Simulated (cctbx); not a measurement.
## Resonant diffraction in CuAg2Cl4

Space group Pbam (no. 55), a = 6.7520 Å, b = 11.7000 Å, c = 3.7900 Å, α = 90.00°, β = 90.00°, γ = 90.00°.

| atom | mult. | x | y | z | Ueq (Å²) |
| --- | --- | --- | --- | --- | --- |
| Ag1 | 4 | 0.5921 | 0.8133 | 1/2 | 0.0142 |
| Cu1 | 2 | 0 | 0 | 0 | 0.0244 |
| Cl1 | 4 | 0.2614 | 0.4576 | 1/2 | 0.0281 |
| Cl2 | 4 | 0.3839 | 0.7003 | 0 | 0.0261 |

The model was made for the exercise: a known structure type with other elements put in, its volume estimated, not relaxed; displacement parameters are assumed.

Calculated with cctbx: free-atom f′ and f″ from the Sasaki tables, no fine structure; amplitudes in electrons.

```
E (eV)  F 0 2 1  F 0 4 0  F 1 2 0  F 1 1 0
 24914     65.1     82.7     54.6     20.0
 25264     62.9     82.7     53.4     21.0
 25394     61.1     82.8     52.4     21.8
 25454     59.3     82.8     51.4     22.7
 25484     57.6     82.9     50.4     23.5
 25499     55.9     82.9     49.4     24.3
 25506     54.4     82.9     48.6     25.0
 25510     52.9     83.0     47.7     25.7
 25518     50.5     83.1     46.1     27.5
 25522     54.3     83.0     48.3     25.7
 25529     56.2     82.9     49.4     24.8
 25544     58.2     82.9     50.5     23.8
 25574     60.2     82.8     51.6     22.9
 25664     62.6     82.7     53.1     21.7
 25914     65.3     82.6     54.6     20.4
```

**Question.** Which edge is crossed, and why do the reflections move as they do?

The K edge of Ag. The edge is at 25514 eV. f′ of Ag falls from -4.8 e at 25394 eV to -7.8 e at 4 eV below it, and f″ steps from 0.55 to 3.62 e across it. Over that approach |F| changes by -13 % (0 2 1), +0 % (0 4 0), -9 % (1 2 0) and +18 % (1 1 0): a reflection falls where Ag scatters in phase with the total and rises where it scatters against it; it hardly moves where the Ag term is small or cancels by symmetry. Above the edge the larger f″ enters the imaginary part, where it can add to or cancel the other atoms' f″. The structure is centrosymmetric, so Friedel mates stay equal.

[Logs are printed without paths, hosts, clocks, repeated set-up lines and the standing remarks that a program may print on its own settings, such as how far it seeks lower states.]
